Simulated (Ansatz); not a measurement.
# Heat carried by phonons in BN (F-43m)

How well does the lattice of BN conduct heat? The starting cell is a computed one from a database.

Measurements to reproduce:
- thermal conductivity 760 W/m/K near room temperature (given in “Combining the AFLOW GIBBS and Elastic Libraries to efficiently and robustly screen thermo-mechanical properties of solids”, 2017, arXiv:1611.05714)

Main program and level: Ansatz 0.2.0; DFT r2SCAN, scalar-relativistic, plane waves, PAW; PAW set soft_1.

### Step 1. The structure

It takes space group F-43m (No. 216, cubic). The conventional cell has a = 3.626 Å, b = 3.626 Å, c = 3.626 Å, α = 90.00°, β = 90.00°, γ = 90.00°. Nearest to B lie 4 N at 1.57 Å. Nearest to N lie 4 B at 1.57 Å. Farther neighbours and most contacts between anions are not listed.

### Step 2. A first coarse run

A cheap single point shows whether the cell is a metal or an insulator and how far it is from rest; that sets the k-mesh and the occupations of what follows.

input.yaml reads:

```yaml
crystal:
  lattice:
    - [0.0, 1.813001, 1.813001]
    - [1.813001, 0.0, 1.813001]
    - [1.813001, 1.813001, 0.0]
  atoms:
    - { symbol: B, position: [0.0, 0.0, 0.0] }
    - { symbol: "N", position: [0.75, 0.75, 0.75] }
kpoints:
  mp_grid: { grid: [8, 8, 8] }
hamiltonian:
  xc: r2scan
  pseudopotentials: { kind: paw, azcp: { folder: soft_1 } }
scf:
  occupations: { method: gaussian, width: 0.1 }
  lower_state_search: "off"
output:
  forces: true
  stress: true
  eigenvalues: true
```

Command:

```sh
> ansatz run input.yaml --threads 18 --pin off --max-ram 92160MiB --backend cuda --events-out ev --progress --plain --runs-dir out --max-vram 78GiB
```

Numbers of over 12 decimals in the logs are rounded to 6 here.

Log:

```text
Engine: ansatz 0.2.0, aarch64-unknown-linux-gnu
Pseudopotentials: kind: paw
Pseudopotential: B, paw, valence charge 3, recommended cutoff 500 eV (meta_gga), soft_1/B.paw.azcp
Pseudopotential: N, paw, valence charge 5, recommended cutoff 500 eV (meta_gga), soft_1/N.paw.azcp
Functional definition: r2SCAN
  parameter k0 = 0.174
  parameter k1 = 0.065
  parameter a1 = 4.9479
  exchange = r2scan_x(k0 = k0, k1 = k1, a1 = a1)
  correlation = r2scan_c
device memory: the entry about to start is reckoned to put 0.6 GiB on a device that reports 170.0 GiB free (of which the cap on the GPU budget leaves the run 78.0 GiB)
GPU FFT provider: cuFFT
GPU libraries: cuBLAS 13.8.1, cuFFT 12.4.0, cuSOLVER 12.3.2
GPU matrix products: emulated (plane waves: as basis.precision tells), large ones in fixed point in workspaces of 1.00 GiB
Crystal: 2 atoms, lattice volume = 11.919 Å³
Basis set: ecut = 500 eV, 307 PW (Γ), exchange–correlation on 80×80×80 points (64 copies of the dense FFT grid, shifted against one another)
Bands: 8, of which v1, the nominal top of the filled ones, is band 4 counted from 1 (3 counted from 0)
Symmetry: 24 space group operations
Space group: F-43m (ITA 216), of the structure as read, at distance tolerance 2.3e-5 Å
k-points: 29 of 512 (time reversal used)
Non-local potential: B, projectors of the file, l = 0: 2, l = 1: 2, l = 2: 1
Non-local potential: N, projectors of the file, l = 0: 2, l = 1: 2, l = 2: 1
PAW form: soft (Blöchl's): semilocal exchange-correlation on the pseudo side does not see the compensation charge
PAW frozen core: B, regenerated for the run's functional (the file was generated under x = pbe(κ = 0.804, μ = 0.219515), c = pbe(β = 0.066725))
PAW frozen core: N, regenerated for the run's functional (the file was generated under x = pbe(κ = 0.804, μ = 0.219515), c = pbe(β = 0.066725))
PAW one-centre angular grid: B, 302 points (default); XC on 223 of its mesh's 2233 points in the sphere
PAW one-centre angular grid: N, 302 points (default); XC on 160 Gauss nodes
Initial density: superposition of atomic densities (chi_scale 0.1, normalization cell, long waves kept (reshape's long-wave potential 0.00 eV rms))
Initial wavefunctions: pseudopotential atomic-orbital guess
GPU buffer pool allocated for 8000 grid points (all kernels)
GPU transforms: local potential: pruned to the plane-wave sphere, on 18×20×20; band sums: pruned to the plane-wave sphere, on 20×20×20
Functional: x = r2scan, c = r2scan; τ floored in thin density (d = 2e-4 eV/Å³)
SCF iter   1: F=-543.426669 eV  HF=-544.249209 eV  |F-HF|=8.23e-1  |Δ(HF+E_count)|=         —  Δρ=1.43e-1  dr2=1.97e0  dr2_τ=4.78e-1  ethr=3.10e-3  ⟨swp⟩=4.0  Hψ=1541  notcnv=0
preconditioner: auto → none  [insulator: Δε(μ)=5.879 eV  Ē_g=21.510 eV  σ=0.100 eV  W_gap=1.00  n_scr=0 (ndim 8)  ℏωp=30.4 eV  f_vac=0.000  D(μ)=0.00/eV (n_scr^D=0)  ε∞_Penn≈3.0]
SCF iter   2: F=-543.979910 eV  HF=-543.973335 eV  |F-HF|=6.58e-3  |Δ(HF+E_count)|=   2.76e-1  Δρ=6.09e-2  dr2=2.18e-1  dr2_τ=5.84e-2  ethr=3.10e-3  ⟨swp⟩=2.1  Hψ=698  notcnv=0
SCF iter   3: F=-544.003620 eV  HF=-544.000086 eV  |F-HF|=3.53e-3  |Δ(HF+E_count)|=   2.68e-2  Δρ=2.48e-2  dr2=3.92e-2  dr2_τ=3.09e-3  ethr=2.73e-3  ⟨swp⟩=2.0  Hψ=348  notcnv=0
SCF iter   4: F=-544.006339 eV  HF=-544.006259 eV  |F-HF|=8.01e-5  |Δ(HF+E_count)|=   6.17e-3  Δρ=2.17e-3  dr2=1.94e-4  dr2_τ=4.13e-5  ethr=4.90e-4  ⟨swp⟩=3.0  Hψ=462  notcnv=0
SCF iter   5: F=-544.006377 eV  HF=-544.006378 eV  |F-HF|=2.16e-7  |Δ(HF+E_count)|=   1.19e-4  Δρ=2.92e-4  dr2=7.11e-6  dr2_τ=3.83e-7  ethr=2.43e-6  ⟨swp⟩=2.4  Hψ=361  notcnv=0
SCF iter   6: F=-544.006380 eV  HF=-544.006380 eV  |F-HF|=2.16e-9  |Δ(HF+E_count)|=   2.10e-6  Δρ=2.37e-5  dr2=3.33e-8  dr2_τ=3.51e-9  ethr=1.25e-9  ⟨swp⟩=4.3  Hψ=1402  notcnv=0
SCF 1 converged in 6 iterations: F = -544.006380 eV  dr2 = 3.33e-8
  greatest PAW one-centre occupation: 0.799 electrons in one spin orbital (limit 2), on the N atom at site 1 (counted from 0), in its partial waves of l = 0
SCF converged after 6 iterations
Free energy (F): -544.006380 eV
Harris-Foulkes:  -544.006380 eV  (|F-HF|=2.16e-9)
Internal energy: -544.006380 eV  (E = F + TS)
E sigma→0 (E₀):  -544.006380 eV
Fermi energy:    13.340458 eV
--- Per-component energies (eV) ---
  E_band       = 21.044952
  E_kinetic    = 183.358587
  E_local      = -159.816323  (includes V_loc(G=0)·N_el)
  E_nonlocal   = 41.568948
  E_hartree    = 49.779397
  E_xc         = -91.794706
  E_vxc        = -126.367726  (∫ρ·V_xc dr)
  E_paw        = -209.757059  (= ΣΔE_a)
  E_vpaw       = -24.152023  (= ΣTr[D̂ρ^β])
  E_aug_tail   = 0.000024  (compensation charges beyond the density's cutoff)
  E_vtau       = 6.896564  (kinetic-family band-sum trace: ∫τ·v_τ [+ j·A + Jᵃ·Aᵃ] dr)
  E_ewald      = -357.297240
  E_core_change = -0.048007  (= ΣΔE_core)
  E_smearing   = -0.000000  (= −TS)
  E_closure    = -0.000000  (closes the sum)
  Σ components = -544.006380   (vs F -544.006380, Δ=0.00e0)
--- Forces (eV/Å), atoms counted from 1 ---
  atom   1  B     -0.00000000     0.00000000     0.00000000
  atom   2  N      0.00000000     0.00000000     0.00000000
  max |Σ_I F_I| component: 5.46e-16 eV/Å
--- Stress (GPa, compression-positive) ---
       -5.416031      -0.000000      -0.000000
       -0.000000      -5.416031       0.000000
       -0.000000       0.000000      -5.416031
  P = ⅓ Tr σ = -5.4160 GPa (-54.160 kbar)
--- Band table (eV; the first three rows and the last of 29) ---
  k-point 0: bands = ["-10.3345", "10.8525", "10.8525", "10.8525", "20.3623", "20.3623", "20.3623", "21.7079"]
  k-point 1: bands = ["-9.9454", "8.9052", "10.4647", "10.4647", "20.6920", "20.9545", "20.9545", "23.0038"]
  k-point 2: bands = ["-8.8199", "5.1718", "9.6967", "9.6967", "21.0756", "21.9387", "21.9387", "25.2592"]
  k-point 28: bands = ["-4.3973", "2.9228", "3.7208", "4.2435", "21.1557", "24.9885", "26.2671", "26.2677"]
```

The job ended after 0.97 s (1 × NVIDIA GB200 with 18 threads of Arm Neoverse V2, shared host; peak memory 1.1 GiB; 1.6 s of CPU time).

The column dr2 measures how far the density is from self-consistency, as an energy; F and HF (Harris–Foulkes) agree once it is small.

A gap read on the k-mesh alone can miss the band edges.

Numbers from this step:

```
pressure          : -5.416 GPa
gap on the k-mesh : 4.976 eV
volume per atom   : 5.959 Å³/atom
```

The start is under -5.4 GPa at this level and looks like an insulator or semiconductor on this mesh.

### Step 3. Relaxation

The vibrations must be taken about the equilibrium of this functional, not about the starting cell, so the structure is relaxed.

input.yaml, the sections that differ from step 2:

```yaml
kpoints:
  mp_grid: { grid: [12, 12, 12] }
scf:
  occupations: { method: gaussian, width: 0.02 }
  lower_state_search: "off"
relax:
  adjacent_minimum: "off"
  f_tol: 0.005
  max_steps: 80
  cell: { stress_tol: 0.05 }
# crystal, hamiltonian, output: as in step 2
```

Log:

```text
[...]
Crystal: 2 atoms, lattice volume = 11.919 Å³
Basis set: ecut = 500 eV, 307 PW (Γ), exchange–correlation on 80×80×80 points (64 copies of the dense FFT grid, shifted against one another)
Bands: 8, of which v1, the nominal top of the filled ones, is band 4 counted from 1 (3 counted from 0)
Symmetry: 24 space group operations
[...]
k-points: 72 of 1728 (time reversal used)
[...]
SCF iter   1: F=-543.427045 eV  HF=-544.249356 eV  |F-HF|=8.22e-1  |Δ(HF+E_count)|=         —  Δρ=1.43e-1  dr2=1.97e0  dr2_τ=4.78e-1  ethr=3.10e-3  ⟨swp⟩=4.8  Hψ=3928  notcnv=0
[...]
SCF iter   2: F=-543.980147 eV  HF=-543.973598 eV  |F-HF|=6.55e-3  |Δ(HF+E_count)|=   2.76e-1  Δρ=6.09e-2  dr2=2.18e-1  dr2_τ=5.84e-2  ethr=3.10e-3  ⟨swp⟩=2.1  Hψ=1732  notcnv=0
[...]
SCF iter   6: F=-544.006628 eV  HF=-544.006628 eV  |F-HF|=1.77e-9  |Δ(HF+E_count)|=   2.14e-6  Δρ=2.52e-5  dr2=3.69e-8  dr2_τ=4.09e-9  ethr=1.25e-9  ⟨swp⟩=4.1  Hψ=3441  notcnv=0
SCF 1 converged in 6 iterations: F = -544.006628 eV  dr2 = 3.69e-8
[...]
relax step   1: F+E_penalty+E_count = -544.00662764 eV  Δ(F+E_penalty+E_count) = +0.000e0 eV  max|allowed force component| = 3.238e-16 eV/Å  Δτ_max = 0.0000 Å  P = -5.417 GPa  Ω = 11.919 Å³  (6 SCF iters, dr2 threshold 1.00e-7 eV, accepted)
[...]
Crystal: 2 atoms, lattice volume = 11.820 Å³
[...]
iter 1 solved again at ethr=4.84e-6 eV; its pass at ethr=3.10e-3 eV (dr2=3.87e-4 eV) is discarded
[...]
SCF iter   2: F=-544.009048 eV  HF=-544.009052 eV  |F-HF|=4.34e-6  |Δ(HF+E_count)|=   2.74e-4  Δρ=7.17e-4  dr2=4.81e-5  dr2_τ=7.08e-6  ethr=4.65e-6  ⟨swp⟩=2.5  Hψ=1129  notcnv=0
[...]
SCF iter   4: F=-544.009051 eV  HF=-544.009051 eV  |F-HF|=2.07e-8  |Δ(HF+E_count)|=   1.61e-7  Δρ=4.36e-5  dr2=8.74e-8  dr2_τ=1.39e-8  ethr=2.50e-9  ⟨swp⟩=3.2  Hψ=2808  notcnv=0
SCF 2 converged in 4 iterations: F = -544.009051 eV  dr2 = 8.74e-8
[...]
relax step   2: F+E_penalty+E_count = -544.00905070 eV  Δ(F+E_penalty+E_count) = -2.423e-3 eV  max|allowed force component| = 6.187e-17 eV/Å  Δτ_max = 0.0000 Å  P = -2.276 GPa  Ω = 11.820 Å³  energy of the carried Pulay correction = +4.222e-5 eV  (4 SCF iters, dr2 threshold 2.00e-7 eV, accepted)
[...]
Crystal: 2 atoms, lattice volume = 11.749 Å³
[...]
SCF iter   4: F=-544.009578 eV  HF=-544.009578 eV  |F-HF|=1.03e-8  |Δ(HF+E_count)|=   4.90e-8  Δρ=3.18e-5  dr2=4.59e-8  dr2_τ=7.41e-9  ethr=2.50e-9  ⟨swp⟩=3.1  Hψ=3035  notcnv=0
SCF 3 converged in 4 iterations: F = -544.009578 eV  dr2 = 4.59e-8
relax step   3: F+E_penalty+E_count = -544.00957816 eV  Δ(F+E_penalty+E_count) = -5.275e-4 eV  max|allowed force component| = 1.660e-16 eV/Å  Δτ_max = 0.0000 Å  P = +0.038 GPa  Ω = 11.749 Å³  energy of the carried Pulay correction = +7.259e-5 eV  (4 SCF iters, dr2 threshold 2.00e-7 eV, accepted)
[...]
SCF iter   1: F=-544.009501 eV  HF=-544.009501 eV  |F-HF|=5.79e-8  |Δ(HF+E_count)|=         —  Δρ=4.42e-5  dr2=5.29e-8  dr2_τ=7.60e-8  ethr=4.70e-9  ⟨swp⟩=3.0  Hψ=5686  notcnv=0
[...]
SCF iter   2: F=-544.009501 eV  HF=-544.009501 eV  |F-HF|=1.71e-8  |Δ(HF+E_count)|=   5.23e-8  Δρ=1.94e-5  dr2=7.35e-9  dr2_τ=4.94e-9  ethr=6.62e-10  ⟨swp⟩=2.1  Hψ=777  notcnv=0
[...]
SCF iter   4: F=-544.009501 eV  HF=-544.009501 eV  |F-HF|=1.25e-12  |Δ(HF+E_count)|=   2.44e-9  Δρ=3.45e-7  dr2=7.23e-12  dr2_τ=1.04e-12  ethr=1.00e-12  ⟨swp⟩=4.1  Hψ=2570  notcnv=0
SCF 4 converged in 4 iterations: F = -544.009501 eV  dr2 = 7.23e-12
relax step   4: F+E_penalty+E_count = -544.00950108 eV  Δ(F+E_penalty+E_count) = +7.708e-5 eV  max|allowed force component| = 1.249e-16 eV/Å  Δτ_max = 0.0000 Å  P = +0.043 GPa  Ω = 11.749 Å³  stress off target by 4.29e-2 GPa  SCF on the basis re-selected at this cell (its energy is not comparable with the rows above)  (4 SCF iters)
basis re-selected at this cell: Δ(F+E_penalty+E_count) = +7.708e-5 eV, ΔP = +0.005 GPa vs the last step (what re-selecting the basis moved, of the pressure what is left beyond the Pulay correction that the steps carried, after the strain that the cell walked since its last selection, with what the two solves' SCF thresholds leave and, on support functions, any second-order correction that the steps lacked; it is no m [...]
SCF converged after 4 iterations
Free energy (F): -544.009501 eV
[...]
Internal energy: -544.009501 eV  (E = F + TS)
E sigma→0 (E₀):  -544.009501 eV
Fermi energy:    13.579197 eV
[...]
--- Stress (GPa, compression-positive) ---
        0.042855       0.000000       0.000000
        0.000000       0.042855       0.000000
        0.000000       0.000000       0.042855
  P = ⅓ Tr σ = 0.0429 GPa (0.429 kbar)
--- Band table (eV; the first three rows and the last of 72) ---
[...]
--- Relaxed structure (3 steps of the walk, 3 accepted, 1 SCFs on fresh bases) ---
  F+E_penalty+E_count = -544.00950108 eV   max|allowed force component| = 1.249e-16 eV/Å   (the final SCF, on the basis selected at the relaxed cell)
  cell:  # Å, volume = 11.7491 Å³
    - [0, 1.804364, 1.804364]
    - [1.804364, 0, 1.804364]
    - [1.804364, 1.804364, 0]
  atoms:
    - { symbol: B, position: [0, 0, 0] }
    - { symbol: N, position: [0.75, 0.75, 0.75] }
```

Elapsed: 2.4 s, on 1 × NVIDIA GB200 with 18 threads; peak memory 1.1 GiB.

Step by step:

```
step  energy less that of the first step (eV)  largest force component (eV/Å)  pressure (GPa)  volume (Å³)
   1                                   0.0000                          0.0000           -5.42        11.92
   2                                  -0.0024                          0.0000           -2.28        11.82
   3                                  -0.0030                          0.0000            0.04        11.75
  4*                                  -0.0029                          0.0000            0.04        11.75
```

Relaxation steps marked * repeat the geometry before them on a plane-wave basis chosen anew for their cell, so energy and pressure can jump there.

Forces are held to the 24 operations that the run works with; a distortion that breaks them can't arise in this run.

```
conventional cell, symmetrised  before  after  change
                         a (Å)   3.626  3.609  -0.5 %
                         b (Å)   3.626  3.609  -0.5 %
                         c (Å)   3.626  3.609  -0.5 %
              volume (Å³/atom)    5.96   5.87  -1.4 %
```

Final coordinates:

```xyz
2
Lattice="0.0000 1.8044 1.8044 1.8044 0.0000 1.8044 1.8044 1.8044 0.0000" Properties=species:S:1:pos:R:3 pbc="T T T"
B     0.0000    0.0000    0.0000
N     2.7065    2.7065    2.7065
```

This step gave:

```
pressure          : 0.04286 GPa
gap on the k-mesh : 4.995 eV
volume per atom   : 5.875 Å³/atom
```

The relaxation ends with a pressure of 0.04 GPa.

### Step 4. Relaxing to small residual forces and stress

The thresholds are tightened for a last relaxation ahead of the phonons, and where mesh or smearing change with them the cell follows.

input.yaml, the sections that differ from step 3:

```yaml
crystal:
  lattice:
    - [0.0, 1.8043644756, 1.8043644756]
    - [1.8043644756, 0.0, 1.8043644756]
    - [1.8043644756, 1.8043644756, 0.0]
  atoms:
    - { symbol: B, position: [0.0, 0.0, 0.0] }
    - { symbol: "N", position: [0.75, 0.75, 0.75] }
scf:
  occupations: { method: fixed }
  lower_state_search: "off"
relax:
  adjacent_minimum: "off"
  f_tol: 0.001
  max_steps: 60
  cell: { stress_tol: 0.01 }
# kpoints, hamiltonian, output: as in step 3
```

Log:

```text
[...]
Crystal: 2 atoms, lattice volume = 11.749 Å³
Basis set: ecut = 500 eV, 307 PW (Γ), exchange–correlation on 80×80×80 points (64 copies of the dense FFT grid, shifted against one another)
Bands: 8, of which v1, the nominal top of the filled ones, is band 4 counted from 1 (3 counted from 0)
Symmetry: 24 space group operations
[...]
P = ⅓ Tr σ = -0.0010 GPa (-0.010 kbar)
--- Band table (eV; the first three rows and the last of 72) ---
[...]
--- Relaxed structure (3 steps of the walk, 3 accepted, 1 SCFs on fresh bases) ---
[...]
cell:  # Å, volume = 11.7504 Å³
    - [0, 1.804432, 1.804432]
    - [1.804432, 0, 1.804432]
    - [1.804432, 1.804432, 0]
  atoms:
    - { symbol: B, position: [0, 0, 0] }
    - { symbol: N, position: [0.750000, 0.750000, 0.750000] }
[key lines of the parts left out:]
SCF converged after 4 iterations
Free energy (F): -544.009501 eV
Fermi energy:    11.080113 eV
```

It took 2.4 s on 1 × NVIDIA GB200 with 18 threads; peak memory 1 GiB; 6.1 s of CPU time.

Little changed from the start: no atom moved by 0.005 Å and no cell edge by 0.1 %.

Numbers from this step:

```yaml
pressure: -9.65e-4 GPa
gap_on_the_k_mesh: 4.994 eV
```

The residual pressure is -9.6e-4 GPa, small enough for phonons.

### Step 5. An input with a fault

This input was changed on purpose, to see how the program answers.

input.yaml reads:

```yaml
crystal:
  lattice:
    - [0.0, 1.8044320083, 1.8044320083]
    - [1.8044320083, 0.0, 1.8044320083]
    - [1.8044320083, 1.8044320083, 0.0]
  atoms:
    - { symbol: B, position: [0.0, 0.0, 0.0] }
    - { symbol: "N", position: [0.75, 0.75, 0.75] }
kpoints:
  mp_grid: { grid: [12, 12, 12] }
hamiltonian:
  xc: r2scan
  pseudopotentials: { kind: paw, azcp: { folder: soft_1 } }
scf:
  occupations: { method: fixed }
  lower_state_search: "off"
  max_iter: 100
output:
  eigenvalues: true
phonons:
  supercell: [3, 3, 3]
  dielectric: false
  third_order: { supercell: [3, 3, 3], pair_cutoff: "4 eV" }
  lattice_thermal_conductivity:
    qmesh: [15, 15, 15]
    temperatures: [300]
    isotope_mass_variance:
      - { species: B, variance: 0.001354 }
      - { species: "N", variance: 1.838e-05 }
```

Log:

```text
Error: YAML parse error: error: line 23 column 53: expected [length], got [energy] (`eV`)
  --> <input>:23:53
   |
21 |   supercell: [3, 3, 3]
22 |   dielectric: false
23 |   third_order: { supercell: [3, 3, 3], pair_cutoff: "4 eV" }
   |                                                     ^ expected [length], got [energy] (`eV`)
24 |   lattice_thermal_conductivity:
25 |     qmesh: [15, 15, 15]
   |
```

Elapsed: 0.02 s, on 18 threads; peak memory 0.018 GiB.

The program refused the input before any cycle.

The program's message: “Error: YAML parse error: error: line 23 column 53: expected [length], got [energy] (`eV`)
  --> <input>:23:53
   |
21 |   supercell: [3, 3, 3]
22 |   dielectric: false
23 |   third_order: { supercell: …”

The fault put into the input: a cutoff in a unit of energy.

(Continued in part 2 of 3.)

[Logs are printed without paths, hosts, clocks, repeated set-up lines and the standing remarks that a program may print on its own settings, such as how far it seeks lower states.]

[Hosts, paths, dates, database ids (printed as entryN), source tags and the programs' standing remarks are cut or masked in the printed files.]

[A step with changed settings may run another functional than the one named; its input shows which.]
